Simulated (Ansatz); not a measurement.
# How NiSb (Breithauptite) absorbs and reflects light

Aim: the dielectric function of NiSb (Breithauptite), and the optical constants that follow from it. The cell comes from an older database entry, whose edges can differ from later determinations, mostly by under a per cent.

Calculated with Ansatz 0.2.0; DFT, LDA, plane-wave PAW, default files, scalar-relativistic, independent-particle optical response without local fields.

The database entry behind the starting cell differs from later determinations by our own check (c about 0.3 % short), so it need not match the best structure at ambient conditions.

**1. Starting point**

It takes space group P6_3/mmc (No. 194, hexagonal). Conventional cell: a = 3.928 Å, b = 3.928 Å, c = 5.120 Å, α = 90.00°, β = 90.00°, γ = 120.00°. Sb has 6 Ni at 2.60 Å nearest. Ni has 2 Ni at 2.56 Å and 6 Sb at 2.60 Å nearest. Farther neighbours are not listed.

As a file:

```cif
data_structure
_symmetry_space_group_name_H-M 'P 1'
_symmetry_Int_Tables_number 1
_cell_length_a 3.9280
_cell_length_b 3.9280
_cell_length_c 5.1200
_cell_angle_alpha 90.000
_cell_angle_beta 90.000
_cell_angle_gamma 120.000
_cell_volume 68.41
loop_
_atom_site_label
_atom_site_type_symbol
_atom_site_fract_x
_atom_site_fract_y
_atom_site_fract_z
_atom_site_occupancy
Sb1 Sb 0.66667 0.33333 0.75000 1
Sb2 Sb 0.33333 0.66667 0.25000 1
Ni3 Ni 0.00000 0.00000 0.50000 1
Ni4 Ni 0.00000 0.00000 0.00000 1
```

**2. Ground state and bands**

The self-consistent density comes first; it also tells whether there is a gap, which decides the occupations and the need for a Drude term.

This step: DFT, LDA, plane-wave PAW, default files, scalar-relativistic, ground state (Ansatz 0.2.0).

input.yaml

```yaml
crystal:
  lattice:
    - [3.928, 0.0, 0.0]
    - [-1.964, 3.4017477861, 0.0]
    - [0.0, 0.0, 5.12]
  atoms:
    - { symbol: Sb, position: [0.6666666667, 0.3333333333, 0.75] }
    - { symbol: Sb, position: [0.3333333333, 0.6666666667, 0.25] }
    - { symbol: Ni, position: [0.0, 0.0, 0.5] }
    - { symbol: Ni, position: [0.0, 0.0, 0.0] }
kpoints:
  mp_grid: { grid: [7, 7, 5] }
  band_path:
    path:
      - [[0.0, 0.0, 0.0], [0.5, 0.0, 0.0], [0.33333333, 0.33333333, 0.0], [0.0, 0.0, 0.0], [0.0, 0.0, 0.5], [0.5, 0.0, 0.5], [0.33333333, 0.33333333, 0.5], [0.0, 0.0, 0.5]]
      - [[0.5, 0.0, 0.5], [0.5, 0.0, 0.0]]
      - [[0.33333333, 0.33333333, 0.0], [0.33333333, 0.33333333, 0.5]]
    npoints: 5
scf:
  occupations: { method: fermi_dirac, width: 0.05 }
  n_extra_bands: 8
hamiltonian:
  xc: lda
  pseudopotentials: { kind: paw }
output:
  forces: true
  stress: true
  populations: true
  write_bands: true
```

The run is started by

```
> ansatz run input.yaml --threads 4 --pin off --max-ram 8192MiB --backend cpu --events-out ev --progress --plain --runs-dir out
```

Numbers of over 12 decimals in the logs are rounded to 6 here.

Log:

```text
scf.n_extra_bands = 8 over 33 filled bands (N_el = 66.0): the run solves 41 bands
Engine: ansatz 0.2.0, x86_64-unknown-linux-gnu
Pseudopotentials: kind: paw
Pseudopotential: Sb, paw, valence charge 15, recommended cutoff 420 eV (normal), Sb.paw.azcp
Pseudopotential: Ni, paw, valence charge 18, recommended cutoff 420 eV (normal), Ni.paw.azcp
Functional definition: SPW92
  exchange = slater_x
  correlation = pw_c
Crystal: 4 atoms, lattice volume = 68.414 Å³
Basis set: ecut = 420 eV, 1385 PW (Γ)
Bands: 41, of which v1, the nominal top of the filled ones, is band 33 counted from 1 (32 counted from 0)
Symmetry: 24 space group operations
Space group: P63/mmc (ITA 194), of the structure as read, at distance tolerance 4.1e-5 Å
k-points: 24 of 245
Non-local potential: Sb, projectors of the file, l = 0: 2, l = 1: 2, l = 2: 2, l = 3: 2
Non-local potential: Ni, projectors of the file, l = 0: 3, l = 1: 2, l = 2: 3, l = 3: 1
PAW form: soft (Blöchl's): semilocal exchange-correlation on the pseudo side does not see the compensation charge
PAW frozen core: Sb, regenerated for the run's functional, and the local potential with it (the file was generated under x = pbe(κ = 0.804, μ = 0.219515), c = pbe(β = 0.066725))
PAW frozen core: Ni, regenerated for the run's functional, and the local potential with it (the file was generated under x = pbe(κ = 0.804, μ = 0.219515), c = pbe(β = 0.066725))
PAW one-centre angular grid: Sb, 590 points (default); XC on 64 Gauss nodes
PAW one-centre angular grid: Ni, 590 points (default); XC on 64 Gauss nodes
Initial density: superposition of atomic densities (neutral atoms: chi_scale 0, normalization atom), corrected by the library's trained network
Initial wavefunctions: pseudopotential atomic-orbital guess
Functional: x = slater, c = lda
SCF iter   1: F=—  HF=-24219.663554 eV  |F-HF|=—  |Δ(HF+E_count)|=         —  Δρ=1.23e-2  dr2=3.92e-2  ethr=1.77e-3  ⟨swp⟩=6.6  Hψ=3987  notcnv=0  defer=3
preconditioner: auto → Kerker (q_TF=auto, 2.712 Å⁻¹)  [metal: Δε(μ)=0.085 eV  Ē_g=18.623 eV  σ=0.050 eV  W_gap=0.37  n_scr=22 (ndim 8)  ℏωp=31.7 eV  f_vac=0.006  D(μ)=1.72/eV (n_scr^D=8)]
SCF iter   2: F=—  HF=-24219.654213 eV  |F-HF|=—  |Δ(HF+E_count)|=   9.34e-3  Δρ=4.44e-3  dr2=4.82e-3  ethr=5.94e-5  ⟨swp⟩=2.3  Hψ=1840  notcnv=0  defer=49
SCF iter   3: F=—  HF=-24219.652955 eV  |F-HF|=—  |Δ(HF+E_count)|=   1.26e-3  Δρ=1.35e-3  dr2=6.96e-4  ethr=7.30e-6  ⟨swp⟩=2.2  Hψ=1605  notcnv=0  defer=49
SCF iter   4: F=—  HF=-24219.652739 eV  |F-HF|=—  |Δ(HF+E_count)|=   2.16e-4  Δρ=2.40e-4  dr2=6.48e-5  ethr=1.05e-6  ⟨swp⟩=2.0  Hψ=986  notcnv=0  defer=49
SCF iter   5: F=—  HF=-24219.652719 eV  |F-HF|=—  |Δ(HF+E_count)|=   1.98e-5  Δρ=1.02e-4  dr2=1.03e-5  ethr=9.81e-8  ⟨swp⟩=1.9  Hψ=1019  notcnv=0  defer=49
SCF iter   6: F=—  HF=-24219.652717 eV  |F-HF|=—  |Δ(HF+E_count)|=   2.15e-6  Δρ=2.59e-5  dr2=4.11e-7  ethr=1.56e-8  ⟨swp⟩=2.0  Hψ=1489  notcnv=0  defer=49
SCF iter   7: F=-24219.652717 eV  HF=-24219.652717 eV  |F-HF|=3.06e-8  |Δ(HF+E_count)|=   2.70e-8  Δρ=1.15e-5  dr2=7.47e-8  ethr=1.52e-10  ⟨swp⟩=8.6  Hψ=4649  notcnv=0
SCF 1 converged in 7 iterations: F = -24219.652717 eV  dr2 = 7.47e-8
  greatest PAW one-centre occupation: 1.002 electrons in one spin orbital (limit 2), on the Ni atom at site 2 (counted from 0), in its partial waves of l = 1
NSCF: frozen V_eff on 48 k-points
SCF converged after 7 iterations
Free energy (F): -24219.652717 eV
Harris-Foulkes:  -24219.652717 eV  (|F-HF|=3.06e-8)
Internal energy: -24219.637353 eV  (E = F + TS)
E sigma→0 (E₀):  -24219.645035 eV
Entropy (-TS):   -0.015364 eV (-3.841 meV/atom)
Fermi energy:    14.913759 eV
--- Per-component energies (eV) ---
  E_band       = -875.934224
  E_kinetic    = 992.710556
  E_local      = -11091.728336  (includes V_loc(G=0)·N_el)
  E_nonlocal   = 2021.641949
  E_hartree    = 4841.268683
  E_xc         = -447.308714
  E_vxc        = -416.976016  (∫ρ·V_xc dr)
  E_paw        = -11991.798785  (= ΣΔE_a)
  E_vpaw       = -2064.130833  (= ΣTr[D̂ρ^β])
  E_aug_tail   = 0.000818  (compensation charges beyond the density's cutoff)
  E_ewald      = -8546.409412
  E_core_change = 1.985888  (= ΣΔE_core)
  E_smearing   = -0.015364  (= −TS)
  E_closure    = -0.000000  (closes the sum)
  Σ components = -24219.652717   (vs F -24219.652717, Δ=0.00e0)
--- Forces (eV/Å), atoms counted from 1 ---
  atom   1  Sb    -0.00000000     0.00000000     0.00000000
  atom   2  Sb     0.00000000    -0.00000000    -0.00000000
  atom   3  Ni    -0.00000000    -0.00000000     0.00000000
  atom   4  Ni     0.00000000     0.00000000    -0.00000000
  max |Σ_I F_I| component: 2.31e-18 eV/Å
--- Stress (GPa, compression-positive) ---
       -5.250214       0.000000       0.000000
       -0.000000      -5.250214       0.000000
        0.000000       0.000000      -5.794320
  P = ⅓ Tr σ = -5.4316 GPa (-54.316 kbar)
--- Band table (eV; the first three rows and the last of 24) ---
  k-point 0: bands = [... 29 lower, 13.6009, 14.9202, 15.5125, 15.5125, 17.4326, 17.4326, 18.0941, 18.9079, ... 4 higher]
  k-point 1: bands = [... 29 lower, 13.3754, 14.7256, 15.9322, 15.9322, 17.4042, 17.4042, 17.8223, 18.4949, ... 4 higher]
  k-point 2: bands = [... 29 lower, 13.0226, 14.6653, 15.9460, 16.6878, 16.6878, 17.2220, 17.2220, 19.5502, ... 4 higher]
  k-point 23: bands = [... 29 lower, 13.0885, 13.4071, 13.4636, 13.7146, 13.9377, 18.0699, 18.9813, 21.5611, ... 4 higher]
--- Löwdin populations: 4 sites ---
  site symbol       q [e]
     0     Sb     15.1144
     1     Sb     15.1144
     2     Ni     17.6548
     3     Ni     17.6548
  spilling = 0.006992 (of n_electrons = 66.000000)
```

Run time: 5 s. Hardware: 4 threads of Intel Xeon at 2.50GHz (Skylake/Cascade Lake), shared host; peak memory 0.43 GiB.

This run has no spin polarisation, although Ni can carry a moment.

Read-outs, printed or worked out from the files:

| Item | Value |
| --- | --- |
| free energy | -24219.6527 eV |
| Fermi energy | 14.91 eV |
| electrons | 66 |
| symmetry operations | 24 |
| pressure | -5.432 GPa |
| volume | 68.41 Å³ |
| gap on the path | 0 eV |

There are states at the Fermi level within the smearing, so the occupations stay smeared and the carriers get a Drude term. The cell is left with a pressure of -5.4 GPa, as it stands unrelaxed at this level.

The electronic bands at the labelled points (eV, zero at the Fermi level; # counts the bands kept):

```csv
point,#12,#13,#14,#15,#16,#17,#18,#19
Γ,-1.31,0.01,0.60,0.60,2.52,2.52,3.18,3.99
0.40 of the way,-1.34,-1.31,-0.58,-0.17,1.20,3.08,3.45,4.58
M,-1.86,-1.58,-1.37,-1.29,-0.38,1.18,3.53,3.99
0.60 of the way,-1.59,-1.36,-1.35,-1.31,0.24,0.49,1.66,3.24
K,-1.59,-1.34,-1.34,-0.57,-0.57,0.66,0.66,2.88
0.40 of the way,-1.47,-1.35,-1.31,-0.56,1.54,1.63,1.67,3.88
Γ,-1.31,0.01,0.60,0.60,2.52,2.52,3.18,3.99
0.40 of the way,-1.54,-0.19,1.02,1.02,2.49,2.49,2.91,3.58
A,-2.06,0.21,0.21,2.09,2.09,2.09,2.09,5.27
0.40 of the way,-2.03,-0.29,-0.29,1.20,1.20,1.24,1.24,4.70
L,-1.89,-1.78,-1.78,0.23,0.23,1.69,1.69,5.20
0.40 of the way,-1.89,-1.69,-1.69,-0.58,-0.58,2.98,2.98,5.59
H,-1.97,-1.42,-1.42,-1.25,-1.25,4.25,4.25,7.42
0.40 of the way,-1.93,-1.16,-1.16,-0.62,-0.62,2.85,2.85,5.90
A,-2.06,0.21,0.21,2.09,2.09,2.09,2.09,5.27
jump to L,-1.89,-1.78,-1.78,0.23,0.23,1.69,1.69,5.20
0.60 of the way,-1.81,-1.60,-1.44,-1.08,0.10,1.91,2.54,3.86
M,-1.86,-1.58,-1.37,-1.29,-0.38,1.18,3.53,3.99
jump to K,-1.59,-1.34,-1.34,-0.57,-0.57,0.66,0.66,2.88
0.40 of the way,-1.56,-1.38,-1.38,-0.95,-0.95,1.81,1.81,4.09
H,-1.97,-1.42,-1.42,-1.25,-1.25,4.25,4.25,7.42
```

**3. Spectrum**

The spectrum is a sum over vertical transitions between filled and empty bands at the fixed density, so many empty bands are needed.

This step: DFT, LDA, plane-wave PAW, default files, scalar-relativistic, independent-particle optical response without local fields (Ansatz 0.2.0).

input.yaml, the sections that differ from step 2:

```yaml
kpoints:
  mp_grid: { grid: [9, 9, 6] }
scf:
  occupations: { method: fermi_dirac, width: 0.05 }
output:
  optics:
    e_range: [0, 14]
    de: 0.05
    sigma: 0.1
    drude_damping: 0.05
    nscf_kmesh: { grid: [12, 12, 8] }
    bands: { spectra_wanted_up_to: 14 }
# crystal, hamiltonian: as in step 2
```

Log:

```text
[...]
Crystal: 4 atoms, lattice volume = 68.414 Å³
Basis set: ecut = 420 eV, 1385 PW (Γ)
Bands: 40, of which v1, the nominal top of the filled ones, is band 33 counted from 1 (32 counted from 0)
[... 1 set-up line as in the run before ...]
[...]
k-points: 48 of 486
[...]
SCF iter   1: F=—  HF=-24219.662995 eV  |F-HF|=—  |Δ(HF+E_count)|=         —  Δρ=1.18e-2  dr2=3.55e-2  ethr=1.77e-3  ⟨swp⟩=6.5  Hψ=7650  notcnv=0  defer=1
[...]
SCF iter  11: F=-24219.652723 eV  HF=-24219.652723 eV  |F-HF|=3.64e-12  |Δ(HF+E_count)|=  1.09e-11  Δρ=6.19e-8  dr2=2.32e-12  ethr=1.00e-12  ⟨swp⟩=6.9  Hψ=5879  notcnv=0
SCF 1 converged in 11 iterations: F = -24219.652723 eV  dr2 = 2.32e-12
[...]
NSCF: frozen V_eff on 95 k-points
output.optics: what the bands over the 64 summed would add to eps1, eps2 and the energy-loss function is held between a lower and an upper bound (8 Lanczos steps). eps1, eps2 and their loss function (loss_summed_bands) are given on every row as the summed bands alone make them. Along an axis, on a row where the two bounds hold the loss function to about 1 % of the greater of itself and 0.5 % of |1/eps|, its cell (loss_completed) is given, with the completed eps1 and eps2 that it is formed of (a cell that is left empty reads nan in the table and null in the record). The two bounds hold it so along every axis on all 280 rows up to 14.000 eV. [rest of the remark cut]
SCF converged after 11 iterations
Free energy (F): -24219.652723 eV
[...]
Internal energy: -24219.636614 eV  (E = F + TS)
E sigma→0 (E₀):  -24219.644669 eV
Entropy (-TS):   -0.016109 eV (-4.027 meV/atom)
Fermi energy:    14.927537 eV
[...]
--- Band table (eV; the first three rows and the last of 48) ---
  k-point 0: bands = [... 29 lower, 13.6031, 14.9193, 15.5121, 15.5121, 17.4370, 17.4370, 18.0933, 18.9081, ... 3 higher]
  k-point 1: bands = [... 29 lower, 13.4344, 14.7749, 15.8191, 15.8191, 17.4188, 17.4188, 18.1005, 18.3753, ... 3 higher]
  k-point 2: bands = [... 29 lower, 13.1428, 14.5898, 16.4410, 16.4410, 16.5787, 17.3171, 17.3171, 19.1419, ... 3 higher]
  k-point 47: bands = [... 29 lower, 12.9476, 13.4978, 13.4978, 13.6729, 13.6729, 19.1693, 19.1693, 22.3322, ... 3 higher]
```

Elapsed: 4.1 min, on 4 threads; peak memory 2 GiB; 15 min of CPU time.

This step gave:

| Item | Value |
| --- | --- |
| main peak of the optical conductivity above 1 eV, first axis | 3.574 eV |
| Drude plasma energy, first axis | 6.523 eV |
| bands summed | 64 |
| spectra valid up to | 23.82 eV |
| program's estimate of the k-sum error in Im epsilon | 0.28 % |
| electrons in the f-sum | 27.86 |

Table of Im ε by photon energy; read off at these points:

```csv
photon energy (eV),E ∥ x or y,E ∥ z
0.500,98.8,51.6
0.750,49.4,26.6
1.000,40.9,23.7
1.250,31.4,21.9
1.500,24.6,23.7
1.750,19.9,16.0
2.000,14.2,11.2
2.250,11.3,8.17
2.500,11.0,6.01
2.750,15.2,9.87
3.000,17.8,18.4
3.250,16.6,19.3
3.500,17.2,19.6
3.600,16.9,21.1
3.750,14.9,19.1
4.000,11.0,14.5
4.250,9.58,13.2
4.500,8.28,11.3
4.750,6.98,9.71
5.000,7.17,11.1
5.250,7.34,8.98
5.500,6.69,7.03
5.750,6.35,5.67
6.000,4.88,4.57
6.250,3.98,4.18
6.500,4.44,5.27
6.750,4.46,5.49
7.000,5.08,5.53
7.250,4.96,5.58
7.500,4.59,5.13
7.750,4.48,5.08
8.000,4.12,4.25
8.250,4.19,3.14
8.500,4.22,2.65
8.750,3.71,2.15
9.000,3.29,1.85
9.250,3.09,2.00
9.500,2.73,1.99
9.750,2.47,1.91
10.000,2.32,1.92
10.250,2.10,1.85
10.500,2.02,2.16
10.750,1.93,2.26
11.000,1.74,1.95
11.250,1.66,1.91
11.500,1.54,1.68
11.750,1.40,1.44
12.000,1.31,1.35
12.250,1.17,1.27
12.500,1.06,1.20
12.750,1.01,1.15
13.000,0.983,1.11
13.250,0.977,1.12
13.500,0.948,1.13
13.750,0.908,1.07
14.000,0.889,1.00
```

The Re ε by photon energy:

```csv
photon energy (eV),E ∥ x or y,E ∥ z
0.5,-147,-122
1.0,-36.3,-18.7
1.5,-20.1,-7.61
2.0,-10.8,-5.47
2.5,-0.580,4.10
3.0,-0.221,8.75
3.5,-3.47,2.36
4.0,-7.26,-4.56
4.5,-5.21,-4.92
5.0,-3.06,-3.99
5.5,-3.29,-5.27
6.0,-3.84,-3.65
6.5,-1.76,-1.50
7.0,-1.46,-1.90
7.5,-1.82,-2.64
8.0,-1.90,-3.74
8.5,-2.17,-2.91
9.0,-2.29,-2.01
9.5,-2.21,-1.46
10.0,-1.96,-1.13
10.5,-1.64,-0.729
11.0,-1.53,-1.17
11.5,-1.39,-1.23
12.0,-1.19,-0.927
12.5,-0.976,-0.724
13.0,-0.729,-0.549
13.5,-0.600,-0.422
14.0,-0.489,-0.367
```

Table of refractive index n and extinction k by photon energy:

```csv
photon energy (eV),"n, E ∥ x or y","k, E ∥ x or y","n, E ∥ z","k, E ∥ z"
1,3.03,6.74,2.40,4.94
2,1.87,3.79,1.87,3.00
3,2.97,3.01,3.81,2.41
4,1.72,3.20,2.30,3.14
5,1.54,2.33,1.97,2.81
6,1.09,2.24,1.05,2.18
7,1.38,1.84,1.41,1.97
8,1.15,1.79,0.981,2.17
9,0.927,1.77,0.601,1.54
10,0.734,1.58,0.742,1.30
11,0.627,1.39,0.743,1.31
12,0.537,1.22,0.596,1.13
13,0.497,0.988,0.587,0.945
14,0.513,0.867,0.591,0.847
```

The reflectivity at normal incidence has structure finer than the step of the table below, so its rows give means over 0.5 eV, whole bins alone (the curve runs from 0.3 to 14 eV). Peaks (eV: height): E ∥ x or y 3.95: 61.4, 5.95: 53.8, 9.45: 47.3; E ∥ z 3.85: 56.9, 5.35: 57.7, 8.30: 57.3, 11.55: 40.7.

Table of reflectivity at normal incidence by photon energy; means over each step:

```csv
photon energy (eV),E ∥ x or y (%),E ∥ z (%)
1.0,81.2,75.2
1.5,73.8,63.5
2.0,65.6,55.1
2.5,47.2,32.4
3.0,51.1,46.0
3.5,55.8,52.7
4.0,59.7,55.6
4.5,56.1,54.0
5.0,49.4,53.0
5.5,49.9,57.4
6.0,52.0,52.1
6.5,40.9,39.9
7.0,38.7,42.2
7.5,41.4,46.0
8.0,41.4,53.6
8.5,43.2,56.1
9.0,46.1,50.6
9.5,47.1,41.8
10.0,46.5,36.8
10.5,44.7,31.6
11.0,44.8,36.8
11.5,44.5,39.4
12.0,44.3,37.9
12.5,43.1,34.6
13.0,38.2,30.6
13.5,35.0,27.7
```

Loss function −Im 1/ε at q → 0 against energy loss; read off at these points:

```csv
energy loss (eV),E ∥ x or y,E ∥ z
0.5,0.00316,0.00292
1.0,0.0137,0.0260
1.5,0.0243,0.0383
2.0,0.0445,0.0720
2.5,0.0906,0.114
3.0,0.0560,0.0444
3.5,0.0559,0.0504
4.0,0.0632,0.0629
4.5,0.0865,0.0745
5.0,0.118,0.0800
5.5,0.120,0.0911
6.0,0.127,0.133
6.5,0.195,0.176
7.0,0.182,0.162
7.5,0.188,0.154
8.0,0.200,0.133
8.5,0.187,0.171
9.0,0.205,0.247
9.5,0.221,0.326
10.0,0.252,0.386
10.5,0.298,0.416
11.0,0.323,0.378
11.5,0.358,0.388
12.0,0.417,0.503
12.5,0.510,0.610
13.0,0.656,0.724
13.5,0.753,0.779
14.0,0.864,0.880
```

At chosen wavelengths:

```csv
wavelength (nm),n xy,k xy,R (%) xy,1/α xy,n z,k z,R (%) z,1/α z
1550,2.82,8.123,86.0,15 nm,1.86,6.600,85.6,19 nm
1064,2.82,6.109,78.3,14 nm,2.60,4.459,68.3,19 nm
800,2.30,4.954,74.0,13 nm,2.80,4.113,64.3,15 nm
633,1.91,3.923,68.0,13 nm,1.92,3.142,58.3,16 nm
365,2.72,3.131,54.0,9.3 nm,3.38,2.927,51.3,9.9 nm
248,1.54,2.329,48.2,8.5 nm,1.97,2.805,52.8,7.0 nm
193,1.19,1.783,40.3,8.6 nm,1.37,1.820,38.7,8.4 nm
```

In reflection the computed colour is faintly red: x = 0.350, y = 0.343, luminous reflectivity 52 %.

**4. Summary of results**

```yaml
gap_on_the_path: 0 eV
main_peak_of_the_optical_conductivity_above_1_ev_first_axis: 3.57 eV
drude_plasma_energy_first_axis: 6.52 eV
```

**Reading.** At this level (LDA, independent particles) NiSb is a metal with a Drude plasma energy of 6.5 eV along x, 6.5 eV along y and 6.0 eV along z; it reflects 57 % at 550 nm for E ∥ x. Along x the bare Drude plasma energy is 6.5 eV; Re ε first rises through zero at 2.53 eV, far lower, because interband transitions screen the carriers. Im ε is 11 there, so the loss peak at that energy is weak. In reflection the computed colour is faintly red: x = 0.350, y = 0.343, luminous reflectivity 52 %. In the base run ε includes the program's bounded estimate of what the bands above those summed add. The carriers' damping of 0.05 eV is typed, not computed; at 0.8 eV the carriers give 9 % of Im ε along the first axis; the rest comes from the sum over bands, which at low energy also holds close bands and the noise of the mesh. The run has no spin polarisation; magnetic order or correlation, untested here, could change the spectrum. Spin-orbit coupling is left out although heavy atoms are present. The Fermi-Dirac width of 0.05 eV acts as an electron temperature of 580 K in the carriers' term.

[Logs are printed without paths, hosts, clocks, repeated set-up lines and the standing remarks that a program may print on its own settings, such as how far it seeks lower states.]

[Hosts, paths, dates, database ids (printed as entryN), source tags and the programs' standing remarks are cut or masked in the printed files.]
